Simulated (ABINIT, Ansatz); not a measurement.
# Quasiparticle gap of Li2H6Pt (Fm-3m) in ABINIT, part 2 of 3

How does a plane-wave GW calculation on Li2H6Pt (Fm-3m) run from the first input to the gap?

ABINIT 10.8.3; LDA and many-body steps on it, plane waves. Known limits of the many-body steps: not at the basis limit; no spin polarisation; d states lean on the start; no spin-orbit coupling.

So far. Step 2 (Ground state): The gap is indirect, with the least direct gap 1.74 eV higher.

## 3. Bands along the symmetry lines

Level of this step: DFT, LDA, plane waves, norm-conserving pseudopotentials (ABINIT).

The cheap functional maps the bands first; the places of the edges decide which points the dearer methods must see.

Input file run.abi:

```
acell 3*1.0 Angstrom
rprim 
  0.000000000000 3.324927160000 3.324927160000
  3.324927160000 0.000000000000 3.324927160000
  3.324927160000 3.324927160000 0.000000000000
ntypat 3
znucl 3 1 78
natom 9
typat 1 1 2 2 2 2 2 2 3
xred 
  0.750000000000 0.750000000000 0.750000000000
  0.250000000000 0.250000000000 0.250000000000
  0.754787880000 0.754787880000 0.245212120000
  0.245212120000 0.754787880000 0.245212120000
  0.754787880000 0.245212120000 0.245212120000
  0.245212120000 0.245212120000 0.754787880000
  0.754787880000 0.245212120000 0.754787880000
  0.245212120000 0.754787880000 0.754787880000
  0.000000000000 0.000000000000 0.000000000000
pp_dirpath "pseudos"
pseudos "Li.upf, H.upf, Pt.upf"
ecut 34
iscf -2
irdden 1
kptopt 0
nkpt 26
kpt 
  0.00000000 0.00000000 0.00000000
  0.12500000 0.00000000 0.12500000
  0.25000000 0.00000000 0.25000000
  0.37500000 0.00000000 0.37500000
  0.50000000 0.00000000 0.50000000
  0.53125000 0.06250000 0.53125000
  0.56250000 0.12500000 0.56250000
  0.59375000 0.18750000 0.59375000
  0.62500000 0.25000000 0.62500000
  0.37500000 0.37500000 0.75000000
  0.28125000 0.28125000 0.56250000
  0.18750000 0.18750000 0.37500000
  0.09375000 0.09375000 0.18750000
  0.00000000 0.00000000 0.00000000
  0.12500000 0.12500000 0.12500000
  0.25000000 0.25000000 0.25000000
  0.37500000 0.37500000 0.37500000
  0.50000000 0.50000000 0.50000000
  0.50000000 0.43750000 0.56250000
  0.50000000 0.37500000 0.62500000
  0.50000000 0.31250000 0.68750000
  0.50000000 0.25000000 0.75000000
  0.50000000 0.18750000 0.68750000
  0.50000000 0.12500000 0.62500000
  0.50000000 0.06250000 0.56250000
  0.50000000 0.00000000 0.50000000
istwfk *1
nband 22
nbdbuf 2
tolwfr 1e-08
nstep 40
prtwf 0
prtvol 0
indata_prefix "in"
outdata_prefix "out"
tmpdata_prefix "tmp"
```

Run with:

```bash
> OMP_NUM_THREADS=1 mpirun -n 4 abinit run.abi > log
```

Numbers of over 12 decimals in the logs are rounded to 6 here.

Output:

```text
.Version 10.8.3 of ABINIT. v10.8.2 released Aug 2026.

 Symmetries : space group Fm -3 m (#225); Bravais cF (face-center cubic)
[... echo of the input left out ...]
== DATASET  1 ==================================================================
-   mpi_nproc: 4, omp_nthreads: 1 (-1 if OMP is not activated)

--- !DatasetInfo
iteration_state: {dtset: 1, }
dimensions: {natom: 9, nkpt: 26, mband: 22, nsppol: 1, nspinor: 1, nspden: 1, mpw: 4726, }
cutoff_energies: {ecut:  34.0, pawecutdg:  -1.0, }
electrons: {nelect:   3.00000000E+01, charge:   0.00000000E+00, occopt:   1.00000000E+00, tsmear:   1.00000000E-02, }

 Real(R)+Recip(G) space primitive vectors, cartesian coordinates (Bohr,Bohr^-1):
 R(1)=  0.0000000  6.2832017  6.2832017  G(1)= -0.0795773  0.0795773  0.0795773
 R(2)=  6.2832017  0.0000000  6.2832017  G(2)=  0.0795773 -0.0795773  0.0795773
 R(3)=  6.2832017  6.2832017  0.0000000  G(3)=  0.0795773  0.0795773 -0.0795773
 Unit cell volume ucvol=  4.9610431E+02 bohr^3
 Angles (23,13,12)=  6.00000000E+01  6.00000000E+01  6.00000000E+01 degrees

 getcut: wavevector=  0.0000  0.0000  0.0000  ngfft=  48  48  48
         ecut(hartree)=     34.000   => boxcut(ratio)=   2.05798

--- Pseudopotential description ------------------------------------------------
- Li Generated using ONCVPSP code by D. R. Hamann
-  3.00000   3.00000  180309                  znucl, zion, pspdat
12 -1012 1 -1 1944                            pspcod,pspxc,lmax,lloc,mmax
     nproj     2     2     0     0
  pspatm : epsatm=    2.61415252
         --- l  ekb(1:nproj) -->
             0   -4.854561   -1.448487
             1   -2.179236   -0.444438
 pspatm: atomic psp has been read  and splines computed

- H Generated using ONCVPSP code by D. R. Hamann
-  1.00000   1.00000  180309                  znucl, zion, pspdat
12 -1012 1 -1 1180                            pspcod,pspxc,lmax,lloc,mmax
     nproj     2     1     0     0
  pspatm : epsatm=    0.35439867
         --- l  ekb(1:nproj) -->
             0   -1.665338   -0.519510
             1   -0.275071
 pspatm: atomic psp has been read  and splines computed

- Pt Generated using ONCVPSP code by D. R. Hamann
- 78.00000  18.00000  180309                  znucl, zion, pspdat
12 -1012 3 -1 1340                            pspcod,pspxc,lmax,lloc,mmax
     nproj     2     2     2     2
  pspatm : epsatm=   26.53268550
         --- l  ekb(1:nproj) -->
[...]
pspatm: atomic psp has been read  and splines computed

--------------------------------------------------------------------------------

================================================================================
 prteigrs : about to open file out_EIG
 Non-SCF case, kpt    1 (  0.00000  0.00000  0.00000), residuals and eigenvalues=
  4.56E-09  1.27E-09  3.12E-09  6.55E-09  1.37E-09  6.99E-09  1.94E-09  2.27E-09
[...]
Non-SCF case, kpt   25 (  0.50000  0.06250  0.56250), residuals and eigenvalues=
[...]
Non-SCF case, kpt   26 (  0.50000  0.00000  0.50000), residuals and eigenvalues=
[...]
--- !ResultsGS
iteration_state: {dtset: 1, }
comment   : Summary of ground state results
lattice_vectors:
- [  0.0000000,   6.2832017,   6.2832017, ]
- [  6.2832017,   0.0000000,   6.2832017, ]
- [  6.2832017,   6.2832017,   0.0000000, ]
lattice_lengths: [   8.88579,    8.88579,    8.88579, ]
lattice_angles: [ 60.000,  60.000,  60.000, ] # degrees, (23, 13, 12)
lattice_volume:   4.9610431E+02
convergence: {deltae:  0.000E+00, res2:  0.000E+00, residm:  9.920E-09, diffor:  0.000E+00, }
etotal    :  -1.48502049E+02
entropy   :   0.00000000E+00
fermie    :   5.78401079E-02
cartesian_stress_tensor: null
pressure_GPa: null
xred      :
- [  7.5000E-01,   7.5000E-01,   7.5000E-01, Li]
- [  2.5000E-01,   2.5000E-01,   2.5000E-01, Li]
- [  7.5479E-01,   7.5479E-01,   2.4521E-01,  H]
- [  2.4521E-01,   7.5479E-01,   2.4521E-01,  H]
- [  7.5479E-01,   2.4521E-01,   2.4521E-01,  H]
- [  2.4521E-01,   2.4521E-01,   7.5479E-01,  H]
- [  7.5479E-01,   2.4521E-01,   7.5479E-01,  H]
- [  2.4521E-01,   7.5479E-01,   7.5479E-01,  H]
- [  0.0000E+00,   0.0000E+00,   0.0000E+00, Pt]
cartesian_forces: null
force_length_stats: {min: null, max: null, mean: null, }

 Integrated electronic density in atomic spheres:
 ------------------------------------------------
 Atom  Sphere_radius  Integrated_density
[...]
================================================================================

 ----iterations are completed or convergence reached----

 Mean square residual over all n,k,spin=   46.287E-10; max=  99.203E-10
 reduced coordinates (array xred) for    9 atoms
[...]
0.245212120000      0.754787880000      0.754787880000
       0.000000000000      0.000000000000      0.000000000000

 cartesian coordinates (angstrom) at end:
[...]
8      5.019229     3.324927     3.324927
    9      0.000000     0.000000     0.000000
 length scales=  1.889726125908  1.889726125908  1.889726125908 bohr
              =  1.000000000000  1.000000000000  1.000000000000 angstroms
 prteigrs : about to open file out_EIG
 Eigenvalues (hartree) for nkpt=  26  k points:
 kpt#   1, nband= 22, wtk=  1.00000, kpt=  0.0000  0.0000  0.0000 (reduced coord)
[...]
kpt#   2, nband= 22, wtk=  1.00000, kpt=  0.1250  0.0000  0.1250 (reduced coord)
[...]
kpt#   3, nband= 22, wtk=  1.00000, kpt=  0.2500  0.0000  0.2500 (reduced coord)
[...]
kpt#  25, nband= 22, wtk=  1.00000, kpt=  0.5000  0.0625  0.5625 (reduced coord)
[...]
0.32724    0.36179    0.40903    0.42311    0.42561    0.46478
 kpt#  26, nband= 22, wtk=  1.00000, kpt=  0.5000  0.0000  0.5000 (reduced coord)
  -3.54425   -1.85568   -1.85568   -1.85567   -1.53028   -1.53019   -0.17545   -0.12837
  -0.12231   -0.03538   -0.03072   -0.01407   -0.01407   -0.00613   -0.00613    0.15316
   0.32527    0.37508    0.41262    0.42264    0.42264    0.48964

== END DATASET(S) ==============================================================
================================================================================

 -outvars: echo values of variables after computation  --------
            nband          22
             nkpt          26
          spgroup         225
 [... the other variables as echoed above ...]

 Calculation completed.
```

Run time: 12 s. Hardware: 4 MPI ranks of Intel Xeon 6975P-C (Granite Rapids), shared host; peak memory 0.35 GiB.

Numbers from this step:

| Quantity | Value |
| --- | --- |
| gap | 2.578 eV |
| k of the valence top | 0.1875, 0.1875, 0.375 |
| k of the conduction bottom | 0.5, 0, 0.5 |
| least direct gap | 4.335 eV |

The gap is 2.578 eV, −0.016 eV from the run before at this level.

Electronic bands along the path, in eV, zero at the top of the highest filled band:

| point | band 12 | band 13 | band 14 | band 15 | band 16 | band 17 | band 18 | band 19 |
| --- | --- | --- | --- | --- | --- | --- | --- | --- |
| Γ | -2.41 | -0.44 | -0.44 | -0.44 | 6.21 | 7.07 | 7.07 | 7.07 |
| halfway | -2.34 | -1.28 | -0.97 | -0.97 | 3.97 | 7.17 | 8.02 | 8.02 |
| X | -1.97 | -1.97 | -1.76 | -1.76 | 2.58 | 7.26 | 8.62 | 9.64 |
| halfway | -1.99 | -1.92 | -1.91 | -1.60 | 2.91 | 7.37 | 8.00 | 9.47 |
| U | -2.12 | -2.03 | -1.78 | -1.18 | 3.65 | 6.90 | 7.69 | 9.09 |
| jump to K | -2.12 | -2.03 | -1.78 | -1.18 | 3.65 | 6.90 | 7.69 | 9.09 |
| halfway | -2.26 | -1.93 | -1.00 | 0.00 | 5.14 | 5.74 | 7.24 | 7.58 |
| Γ | -2.41 | -0.44 | -0.44 | -0.44 | 6.21 | 7.07 | 7.07 | 7.07 |
| halfway | -2.31 | -1.79 | -0.27 | -0.27 | 5.84 | 5.84 | 6.71 | 7.53 |
| L | -2.16 | -2.14 | -0.20 | -0.20 | 5.15 | 5.15 | 6.73 | 7.57 |
| halfway | -2.16 | -2.10 | -1.08 | -0.71 | 4.61 | 5.62 | 7.97 | 8.25 |
| W | -1.97 | -1.82 | -1.80 | -1.80 | 4.42 | 5.81 | 8.18 | 8.18 |
| halfway | -1.97 | -1.91 | -1.79 | -1.75 | 3.24 | 7.40 | 7.48 | 9.20 |
| X | -1.97 | -1.97 | -1.76 | -1.76 | 2.58 | 7.26 | 8.62 | 9.64 |

## 4. Empty states on the mesh, 4×4×4 mesh, 55 bands

The sums over transitions need many empty states on a uniform mesh; this step solves for them.

Input file run.abi:

```
acell 3*1.0 Angstrom
rprim 
  0.000000000000 3.324927160000 3.324927160000
  3.324927160000 0.000000000000 3.324927160000
  3.324927160000 3.324927160000 0.000000000000
ntypat 3
znucl 3 1 78
natom 9
typat 1 1 2 2 2 2 2 2 3
xred 
  0.750000000000 0.750000000000 0.750000000000
  0.250000000000 0.250000000000 0.250000000000
  0.754787880000 0.754787880000 0.245212120000
  0.245212120000 0.754787880000 0.245212120000
  0.754787880000 0.245212120000 0.245212120000
  0.245212120000 0.245212120000 0.754787880000
  0.754787880000 0.245212120000 0.754787880000
  0.245212120000 0.754787880000 0.754787880000
  0.000000000000 0.000000000000 0.000000000000
pp_dirpath "pseudos"
pseudos "Li.upf, H.upf, Pt.upf"
ecut 34
ngkpt 4 4 4
nshiftk 1
shiftk 0 0 0
kptopt 1
chksymbreak 0
iscf -2
irdden 1
istwfk *1
nband 55
nbdbuf 4
tolwfr 1e-09
nstep 60
prtvol 0
indata_prefix "in"
outdata_prefix "out"
tmpdata_prefix "tmp"
```

Output:

```text
.Version 10.8.3 of ABINIT. v10.8.2 released Aug 2026.

 Symmetries : space group Fm -3 m (#225); Bravais cF (face-center cubic)
[... echo of the input left out ...]
== DATASET  1 ==================================================================
-   mpi_nproc: 4, omp_nthreads: 1 (-1 if OMP is not activated)

--- !DatasetInfo
iteration_state: {dtset: 1, }
dimensions: {natom: 9, nkpt: 8, mband: 55, nsppol: 1, nspinor: 1, nspden: 1, mpw: 4723, }
cutoff_energies: {ecut:  34.0, pawecutdg:  -1.0, }
electrons: {nelect:   3.00000000E+01, charge:   0.00000000E+00, occopt:   1.00000000E+00, tsmear:   1.00000000E-02, }

 Real(R)+Recip(G) space primitive vectors, cartesian coordinates (Bohr,Bohr^-1):
 R(1)=  0.0000000  6.2832017  6.2832017  G(1)= -0.0795773  0.0795773  0.0795773
 R(2)=  6.2832017  0.0000000  6.2832017  G(2)=  0.0795773 -0.0795773  0.0795773
 R(3)=  6.2832017  6.2832017  0.0000000  G(3)=  0.0795773  0.0795773 -0.0795773
 Unit cell volume ucvol=  4.9610431E+02 bohr^3
 Angles (23,13,12)=  6.00000000E+01  6.00000000E+01  6.00000000E+01 degrees

 getcut: wavevector=  0.0000  0.0000  0.0000  ngfft=  48  48  48
         ecut(hartree)=     34.000   => boxcut(ratio)=   2.05798

--- Pseudopotential description ------------------------------------------------
- Li Generated using ONCVPSP code by D. R. Hamann
-  3.00000   3.00000  180309                  znucl, zion, pspdat
12 -1012 1 -1 1944                            pspcod,pspxc,lmax,lloc,mmax
     nproj     2     2     0     0
  pspatm : epsatm=    2.61415252
         --- l  ekb(1:nproj) -->
             0   -4.854561   -1.448487
             1   -2.179236   -0.444438
 pspatm: atomic psp has been read  and splines computed

- H Generated using ONCVPSP code by D. R. Hamann
-  1.00000   1.00000  180309                  znucl, zion, pspdat
12 -1012 1 -1 1180                            pspcod,pspxc,lmax,lloc,mmax
     nproj     2     1     0     0
  pspatm : epsatm=    0.35439867
         --- l  ekb(1:nproj) -->
             0   -1.665338   -0.519510
             1   -0.275071
 pspatm: atomic psp has been read  and splines computed

- Pt Generated using ONCVPSP code by D. R. Hamann
- 78.00000  18.00000  180309                  znucl, zion, pspdat
12 -1012 3 -1 1340                            pspcod,pspxc,lmax,lloc,mmax
     nproj     2     2     2     2
  pspatm : epsatm=   26.53268550
         --- l  ekb(1:nproj) -->
[...]
pspatm: atomic psp has been read  and splines computed

--------------------------------------------------------------------------------

================================================================================
 prteigrs : about to open file out_EIG
 Non-SCF case, kpt    1 (  0.00000  0.00000  0.00000), residuals and eigenvalues=
  5.48E-10  3.02E-10  3.29E-10  7.86E-10  6.23E-10  2.19E-10  8.78E-11  1.65E-10
[...]
-3.5442E+00 -1.8557E+00 -1.8557E+00 -1.8557E+00 -1.5304E+00 -1.5301E+00
 -2.1595E-01 -1.2756E-01 -1.2756E-01 -3.0228E-02 -3.0228E-02 -3.0228E-02
  4.2161E-02  4.2161E-02  4.2161E-02  2.8676E-01  3.1813E-01  3.1813E-01
[...]
1.0775E+00  1.0775E+00  1.1539E+00  1.1539E+00  1.1539E+00  1.2149E+00
  1.2149E+00  1.2149E+00  1.2190E+00  1.2330E+00  1.2330E+00  1.2330E+00
  1.2390E+00
 prteigrs : prtvol=0 or 1, do not print more k-points.

--- !ResultsGS
iteration_state: {dtset: 1, }
comment   : Summary of ground state results
lattice_vectors:
- [  0.0000000,   6.2832017,   6.2832017, ]
- [  6.2832017,   0.0000000,   6.2832017, ]
- [  6.2832017,   6.2832017,   0.0000000, ]
lattice_lengths: [   8.88579,    8.88579,    8.88579, ]
lattice_angles: [ 60.000,  60.000,  60.000, ] # degrees, (23, 13, 12)
lattice_volume:   4.9610431E+02
convergence: {deltae:  0.000E+00, res2:  0.000E+00, residm:  9.990E-10, diffor:  0.000E+00, }
etotal    :  -1.48502049E+02
entropy   :   0.00000000E+00
fermie    :   5.78401079E-02
cartesian_stress_tensor: null
pressure_GPa: null
xred      :
- [  7.5000E-01,   7.5000E-01,   7.5000E-01, Li]
- [  2.5000E-01,   2.5000E-01,   2.5000E-01, Li]
- [  7.5479E-01,   7.5479E-01,   2.4521E-01,  H]
- [  2.4521E-01,   7.5479E-01,   2.4521E-01,  H]
- [  7.5479E-01,   2.4521E-01,   2.4521E-01,  H]
- [  2.4521E-01,   2.4521E-01,   7.5479E-01,  H]
- [  7.5479E-01,   2.4521E-01,   7.5479E-01,  H]
- [  2.4521E-01,   7.5479E-01,   7.5479E-01,  H]
- [  0.0000E+00,   0.0000E+00,   0.0000E+00, Pt]
cartesian_forces: null
force_length_stats: {min: null, max: null, mean: null, }

 Integrated electronic density in atomic spheres:
 ------------------------------------------------
 Atom  Sphere_radius  Integrated_density
[...]
================================================================================

 ----iterations are completed or convergence reached----

 Mean square residual over all n,k,spin=   40.125E-11; max=  99.898E-11
 reduced coordinates (array xred) for    9 atoms
[...]
0.245212120000      0.754787880000      0.754787880000
       0.000000000000      0.000000000000      0.000000000000

 cartesian coordinates (angstrom) at end:
    1      4.987391     4.987391     4.987391
    2      1.662464     1.662464     1.662464
    3      3.324927     3.324927     5.019229
[...]
8      5.019229     3.324927     3.324927
    9      0.000000     0.000000     0.000000
 length scales=  1.889726125908  1.889726125908  1.889726125908 bohr
              =  1.000000000000  1.000000000000  1.000000000000 angstroms
 prteigrs : about to open file out_EIG
 Eigenvalues (hartree) for nkpt=   8  k points:
 kpt#   1, nband= 55, wtk=  0.01563, kpt=  0.0000  0.0000  0.0000 (reduced coord)
[...]
0.80619    0.80619    0.88587    0.88587    0.88587    0.92613    0.95123    0.95123
   0.95123    1.07752    1.07752    1.07752    1.15385    1.15385    1.15385    1.21494
   1.21494    1.21494    1.21904    1.23303    1.23303    1.23304    1.23905
 prteigrs : prtvol=0 or 1, do not print more k-points.

== END DATASET(S) ==============================================================
================================================================================

 -outvars: echo values of variables after computation  --------
            nband          55
             nkpt           8
          spgroup         225
 [... the other variables as echoed above ...]

 Calculation completed.
```

Elapsed: 13 s, on 4 MPI ranks; peak memory 0.35 GiB.

Numbers from this step:

- gap: 2.758 eV
- k of the valence top: -0.25, 0.25, 0
- k of the conduction bottom: 0.5, 0.5, 0
- least direct gap: 4.335 eV
- k points computed: 8
- lowest point of the top converged band, above the valence top: 30.69 eV

On this mesh the gap is 2.758 eV. The earlier step found 2.594 eV, so this mesh misses an edge.

## 5. Screening, 4×4×4 mesh, 51 bands, screening to 98 eV

The RPA dielectric matrix is built and inverted for each q.

This step: RPA screening on LDA, plane waves, norm-conserving pseudopotentials.

run.abi, as its differences from that of step 4:

```diff
@@ -27,10 +27,11 @@
 chksymbreak 0
-iscf -2
-irdden 1
 istwfk *1
-nband 55
-nbdbuf 4
-tolwfr 1e-09
-nstep 60
-prtvol 0
+occopt 1
+irdwfk 1
+optdriver 3
+nband 51
+ecuteps 3.6
+inclvkb 2
+awtr 1
+symchi 1
 indata_prefix "in"
```

Output:

```text
.Version 10.8.3 of ABINIT. v10.8.2 released Aug 2026.

 Symmetries : space group Fm -3 m (#225); Bravais cF (face-center cubic)
[... echo of the input left out ...]
== DATASET  1 ==================================================================
-   mpi_nproc: 4, omp_nthreads: 1 (-1 if OMP is not activated)

--- !DatasetInfo
iteration_state: {dtset: 1, }
dimensions: {natom: 9, nkpt: 8, mband: 51, nsppol: 1, nspinor: 1, nspden: 1, mpw: 4723, }
cutoff_energies: {ecut:  34.0, pawecutdg:  -1.0, }
electrons: {nelect:   3.00000000E+01, charge:   0.00000000E+00, occopt:   1.00000000E+00, tsmear:   1.00000000E-02, }

 SCREENING: Calculation of the susceptibility and dielectric matrices

 Based on a program developped by R.W. Godby, V. Olevano, G. Onida, and L. Reining.
 Incorporated in ABINIT by V. Olevano, G.-M. Rignanese, and M. Torrent.
.Using double precision arithmetic ; gwpc =  8

[... cell and pseudopotentials left out ...]
--------------------------------------------------------------------------------

 ==== K-mesh for the wavefunctions ====
 Number of points in the irreducible wedge :     8
[... list of points left out ...]
 Together with 48 symmetry operations and time-reversal symmetry
 yields    64 points in the full Brillouin Zone.

 ==== Q-mesh for the screening function ====
 Number of points in the irreducible wedge :     8
[... list of points left out ...]
 Together with 48 symmetry operations and time-reversal symmetry
 yields    64 points in the full Brillouin Zone.

 setmesh: FFT mesh size selected  =    32x   32x   32
          total number of points  =        32768

 vcoul_init : cutoff-mode = AUXILIARY_FUNCTION
 q-points for optical limit:   1
     1)      0.000010    0.000020    0.000030

- screening: taking advantage of time-reversal symmetry
- Maximum band index for partially occupied states nbvw = 15
- Remaining bands to be divided among processors   nbcw = 36
- Number of bands treated by each node ~9

 Number of electrons calculated from density =   30.0000; Expected =   30.0000
 average of density, n =  0.060471
 r_s =    1.5805
 omega_plasma =   23.7208 [eV]

 calculating chi0 at frequencies [eV] :
  1    0.000000E+00    0.000000E+00
  2    0.000000E+00    2.372082E+01

--------------------------------------------------------------------------------
  q-point number  1        q = ( 0.000000, 0.000000, 0.000000) [r.l.u.]
--------------------------------------------------------------------------------
[... chi0 elements left out ...]
 For q-point:  0.000010 0.000020 0.000030
  dielectric constant =   4.2218
  dielectric constant without local fields =   5.1341

  Average fulfillment of the sum rule on Im[epsilon] for q-point    1 :     43.08  [%]
[... wings left out ...]
  q-point number  2        q = ( 0.250000, 0.000000, 0.000000) [r.l.u.]
--------------------------------------------------------------------------------
[... chi0 elements left out ...]
  Average fulfillment of the sum rule on Im[epsilon] for q-point    2 :     61.11  [%]

 [... 6 further q-points ...]
```

Elapsed: 14 s, on 4 MPI ranks; peak memory 0.9 GiB; 56 s of CPU time.

This step gave:

| Item | Value |
| --- | --- |
| ε∞ with local fields, on this mesh, along the program's q direction | 4.222 |
| the same without local fields | 5.134 |
| plasma frequency | 23.72 eV |
| plane waves in the screening matrix | 169 |

Local fields lower ε∞ by 18 %.

[end of part 2 of 3]

[Paths, hosts, dates, memory and timing lines, banners, echoed tables and standing remarks are left out of the program output.]

[Logs are printed without paths, hosts, clocks, repeated set-up lines and the standing remarks that a program may print on its own settings, such as how far it seeks lower states.]

[Runs of the session that timed out or met a known fault of the program may be left out.]

[Hosts, paths, dates, database ids (printed as entryN), source tags and the programs' standing remarks are cut or masked in the printed files.]

[G0W0 gaps are taken among the corrected bands and points alone; a level outside them can change the order at an edge.]

[Where Ansatz stands beside ABINIT at settings called matched, ABINIT's density can come from a denser mesh and the files from another edition; pairs whose starting gaps differed by over 0.03 eV were left out, so agreement reads better than it is.]
